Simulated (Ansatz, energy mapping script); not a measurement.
# NaNiBr3 in a distorted perovskite structure: energy mapping under PBEsol+U (5.7 eV) (octahedra turned by 18°)

Aim: the exchange couplings of NaNiBr3 in a distorted perovskite structure from the energies of a few collinear orders, and the ordering temperature that they give.

Main program and level: Ansatz 0.2.0; PBEsol with U = 5.7 eV on Ni d, ortho-atomic projectors; plane waves, U on orthogonalised atomic orbitals unless named otherwise, collinear spin, no spin–orbit coupling.

Report form: the programs' logs are mostly left out.

In doubt: warnings of the run leave room for a lower electronic state (step 2), so energies may not be the lowest and differences between runs may mislead.

**1. Starting point**

The structure is tetragonal, space group P4/mbm (No. 127). The conventional cell has a = 6.823 Å, b = 6.823 Å, c = 5.073 Å, α = 90.00°, β = 90.00°, γ = 90.00°. Nearest to Na lie 8 Br at 3.01 to 3.41 Å. Nearest to Ni lie 6 Br at 2.54 Å. Nearest to Br lie 2 Ni at 2.54 Å and 4 Na at 3.41 Å. Nearest to Br lie 2 Ni at 2.54 Å and 2 Na at 3.01 Å. perovskite prototype, lattice guessed from radii. Farther neighbours and most contacts between anions are not listed.

This cell was built for the study (perovskite prototype, lattice guessed from radii), not taken from an experiment; the compound need not form in this structure.

The parent cell was relaxed beforehand in Ansatz under PBEsol with U = 5.4 eV on Ni d, ortho-atomic projectors, from parallel moments.

This cell differs from the relaxed one by: octahedra turned by 18°. The bonds from the magnetic cation to the anions keep their length, so the cell shrinks in the plane.

The U corrects the self-interaction that lets semilocal functionals spread d and f electrons too far. Its value here is typed, not computed.

**2. A run to fix the orbital filling**

A corrected shell can settle in several orbital fillings. One parallel run, with an occupation width a fifth wider than the orders use, therefore is to supply the occupation matrices. All orders start from them.

The input, input.yaml:

```yaml
crystal:
  lattice:
    - [4.8243128018, 4.8243128018, 0.0]
    - [-4.8243128018, 4.8243128018, 0.0]
    - [0.0, 0.0, 5.072582669]
  atoms:
    - { symbol: Na, position: [0.0, 0.5, 0.5] }
    - { symbol: Na, position: [0.5, 0.0, 0.5] }
    - { symbol: Ni, position: [0.0, 0.0, 0.0], spin: 2.0 }
    - { symbol: Ni, position: [0.5, 0.5, 0.0], spin: 2.0 }
    - { symbol: Br, position: [0.0, 0.0, 0.5] }
    - { symbol: Br, position: [0.5, 0.5, 0.5] }
    - { symbol: Br, position: [0.331229924, 0.168770076, 0.0] }
    - { symbol: Br, position: [0.668770076, 0.831229924, 0.0] }
    - { symbol: Br, position: [0.168770076, 0.668770076, 0.0] }
    - { symbol: Br, position: [0.831229924, 0.331229924, 0.0] }
magnetization:
  spin_polarized: true
kpoints:
  mp_grid: { grid: [4, 4, 5] }
hamiltonian:
  xc: pbesol
  hubbard:
    sites: [{ species: Ni, l: d, u_eff: 5.7 }]
    projectors: ortho-atomic
scf:
  occupations: { method: fermi_dirac, width: 0.06 }
output:
  eigenvalues: true
```

Run with:

```bash
$ ansatz run input.yaml --threads 4 --pin off --max-ram 8192MiB --backend cpu --events-out ev --progress --plain --runs-dir out
```

It took 65 s on 4 threads of Arm Neoverse V2, shared host; peak memory 2.3 GiB.

Numbers from this step:

```
final state                       : ferromagnetic
electrons in the corrected shells : 8.411, 8.411 e
largest moment                    : 1.623 μB
```

**3. Run 1 (parallel; cell A, 10 atoms)**

Each cell gets its own parallel run on the same mesh, so that most of the mesh error cancels in the differences.

This run holds the same structure in another cell (a 6.823 → 5.073 Å, c 5.073 → 6.823 Å).

The input, input.yaml:

```yaml
crystal:
  lattice:
    - [0.0, 0.0, 5.072582669]
    - [4.8243128018, 4.8243128018, 0.0]
    - [-4.8243128018, 4.8243128018, 0.0]
  atoms:
    - { symbol: Na, position: [0.5, 0.0, 0.5] }
    - { symbol: Na, position: [0.5, 0.5, 0.0] }
    - { symbol: Ni, position: [0.0, 0.0, 0.0], spin: 2.0 }
    - { symbol: Ni, position: [0.0, 0.5, 0.5], spin: 2.0 }
    - { symbol: Br, position: [0.5, 0.0, 0.0] }
    - { symbol: Br, position: [0.5, 0.5, 0.5] }
    - { symbol: Br, position: [0.0, 0.331229924, 0.168770076] }
    - { symbol: Br, position: [0.0, 0.668770076, 0.831229924] }
    - { symbol: Br, position: [0.0, 0.168770076, 0.668770076] }
    - { symbol: Br, position: [0.0, 0.831229924, 0.331229924] }
magnetization:
  spin_polarized: true
kpoints:
  mp_grid: { grid: [5, 4, 4] }
hamiltonian:
  xc: pbesol
  hubbard:
    sites:
      - { species: Ni, l: d, u_eff: 5.7 }
      - { site: 2, l: d, u_eff: 5.7, starting_ns: [{ spin: up, occupation_matrix: ni3_major }, { spin: down, occupation_matrix: ni3_minor }] }
      - { site: 3, l: d, u_eff: 5.7, starting_ns: [{ spin: up, occupation_matrix: ni4_major }, { spin: down, occupation_matrix: ni4_minor }] }
    projectors: ortho-atomic
    occupation_matrices:
      ni3_major:
        matrix:
          - [0.996, 0.0, 0.0, 0.0, 0.0]
          - [0.0, 0.998, 0.0, 0.0, 0.0]
          - [0.0, 0.0, 0.998, 0.0, 0.0]
          - [0.0, 0.0, 0.0, 0.998, 0.001]
          - [0.0, 0.0, 0.0, 0.001, 0.996]
      ni3_minor:
        matrix:
          - [0.193, 0.0, 0.0, 0.0, 0.0]
          - [0.0, 0.996, 0.0, 0.0, 0.0]
          - [0.0, 0.0, 0.996, 0.0, 0.0]
          - [0.0, 0.0, 0.0, 0.4, 0.302]
          - [0.0, 0.0, 0.0, 0.302, 0.84]
      ni4_major:
        matrix:
          - [0.996, 0.0, 0.0, 0.0, 0.0]
          - [0.0, 0.998, 0.0, 0.0, 0.0]
          - [0.0, 0.0, 0.998, 0.0, 0.0]
          - [0.0, 0.0, 0.0, 0.998, -0.001]
          - [0.0, 0.0, 0.0, -0.001, 0.996]
      ni4_minor:
        matrix:
          - [0.193, 0.0, 0.0, 0.0, 0.0]
          - [0.0, 0.996, 0.0, 0.0, 0.0]
          - [0.0, 0.0, 0.996, 0.0, 0.0]
          - [0.0, 0.0, 0.0, 0.4, -0.302]
          - [0.0, 0.0, 0.0, -0.302, 0.84]
scf:
  occupations: { method: fermi_dirac, width: 0.05 }
output:
  eigenvalues: true
```

Wall time 11 s (4 threads); peak memory 0.91 GiB; 40 s of CPU time.

Spin moment in the sphere by atom:

| atom | spin moment in the sphere (μB) |
| --- | --- |
| Na1 | 0.00 |
| Na2 | 0.00 |
| Ni3 | 1.62 |
| Ni4 | 1.62 |
| Br5 | 0.07 |
| Br6 | 0.07 |
| Br7 | 0.10 |
| Br8 | 0.10 |
| Br9 | 0.10 |
| Br10 | 0.10 |

The run ends ferromagnetic.

**4. Run 2 (compensated +−; cell A, 10 atoms)**

This order reverses 4 of the 4 neighbours at 4.82 Å, counted for an average magnetic atom.

input.yaml, as its differences from that of step 3:

```diff
@@ -9,3 +9,3 @@
     - { symbol: Ni, position: [0.0, 0.0, 0.0], spin: 2.0 }
-    - { symbol: Ni, position: [0.0, 0.5, 0.5], spin: 2.0 }
+    - { symbol: Ni, position: [0.0, 0.5, 0.5], spin: -2.0 }
     - { symbol: Br, position: [0.5, 0.0, 0.0] }
@@ -26,3 +26,3 @@
       - { site: 2, l: d, u_eff: 5.7, starting_ns: [{ spin: up, occupation_matrix: ni3_major }, { spin: down, occupation_matrix: ni3_minor }] }
-      - { site: 3, l: d, u_eff: 5.7, starting_ns: [{ spin: up, occupation_matrix: ni4_major }, { spin: down, occupation_matrix: ni4_minor }] }
+      - { site: 3, l: d, u_eff: 5.7, starting_ns: [{ spin: up, occupation_matrix: ni4_minor }, { spin: down, occupation_matrix: ni4_major }] }
     projectors: ortho-atomic
```

It took 13 s on 4 threads; peak memory 0.92 GiB; 49 s of CPU time.

Spin moment in the sphere by atom:

| atom | spin moment in the sphere (μB) |
| --- | --- |
| Na1 | 0.00 |
| Na2 | 0.00 |
| Ni3 | 1.55 |
| Ni4 | -1.55 |
| Br5 | 0.05 |
| Br6 | -0.05 |
| Br7 | 0.00 |
| Br8 | 0.00 |
| Br9 | 0.00 |
| Br10 | 0.00 |

The run ends antiferromagnetic, 79.32 meV a magnetic atom below the parallel order of its cell.

**5. From energies to couplings**

Each energy difference is a sum of couplings weighted by the pairs that the order reverses. A few near shells are fitted to the differences by least squares. Energies are those extrapolated to zero occupation width, not the free energies F.

The orders side by side; each is measured from the parallel order in the same cell and on the same mesh:

| order | atoms | energy (meV a magnetic atom) | moments (μB) | moments kept as typed | opposed neighbours at 4.82 Å |
| --- | --- | --- | --- | --- | --- |
| parallel | 10 | 0.00 | 1.62 | yes | 0 |
| compensated +− | 10 | -79.32 | 1.55 | yes | 4 |

Couplings from the energies, with E = −Σ J e·e over ordered pairs:

| pair | distance (Å) | neighbours | J (meV) |
| --- | --- | --- | --- |
| Ni–Ni | 4.82 | 4 | -9.92 |

Limits of this fit: the pairs at 5.07 Å are left out of the fit, though near enough to matter; one energy difference fixes this value, which holds the part of every shell that the order reverses.

**6. Comparison**

The first set of orders, under PBEsol+U (5.7 eV), octahedra turned by 0°, took 97 s of CPU time summed over its finished orders (seed run apart), these 89 s.

| quantity | this set | first set |
| --- | --- | --- |
| J at 4.82 Å (5.07 Å in the first set), meV | -9.92 | -19.6 |

The coupling that led in the first set goes from -19.6 to -9.92 meV.

**7. Outcome**

| Item | Value |
| --- | --- |
| lowest order tried | compensated +− |
| largest fitted value, Ni–Ni at 4.82 Å | -9.92 meV |

In words: Of the orders tried, NaNiBr3 in a distorted perovskite structure (octahedra turned by 18°) prefers the order “compensated +−” under PBEsol+U (5.7 eV), with 4 of 4 neighbours at 4.82 Å opposed. How the layers stack magnetically is not fixed by these couplings. Orders that were not tried, spirals among them, may lie lower. The one fitted coupling is the Ni–Ni pair at 4.82 Å, antiferromagnetic at -9.9 meV, across a ligand at about 144°. It also takes up the part of reversed shells that are not fitted, so neither its size nor its rank as a single path is established. The orders also reverse pairs at 7.00 Å, which are not fitted, so the fitted values hold their part too. No fitted order reverses the pairs at 6.82, 8.50 and 9.65 Å, so their coupling is unknown and is set to zero in the model. 1 energy difference fixes 1 coupling with none to spare, so the fit tests nothing. In the fitted orders moments change by up to 4.4 % against the parallel run of the same cell, so their size stays put. The pairs at 5.07 Å are nearer than the strongest fitted shell or at most 15 % farther, and these orders do not fix their coupling, so no ordering temperature is given. The cell was built from a prototype and relaxed before the change was imposed without further relaxation; a distortion that needs a larger cell, or another structure that the compound may prefer, is not captured.

[Logs and program files are shortened in this print: banners, set-up blocks, solver, clock and traceback lines can be left out without a mark of their own.]

[Logs are printed without paths, hosts, clocks, repeated set-up lines and the standing remarks that a program may print on its own settings, such as how far it seeks lower states.]

[Hosts, paths, dates, database ids (printed as entryN), source tags and the programs' standing remarks are cut or masked in the printed files.]

[Where a cell is said to come from a database of computed structures, the database is the Materials Project.]
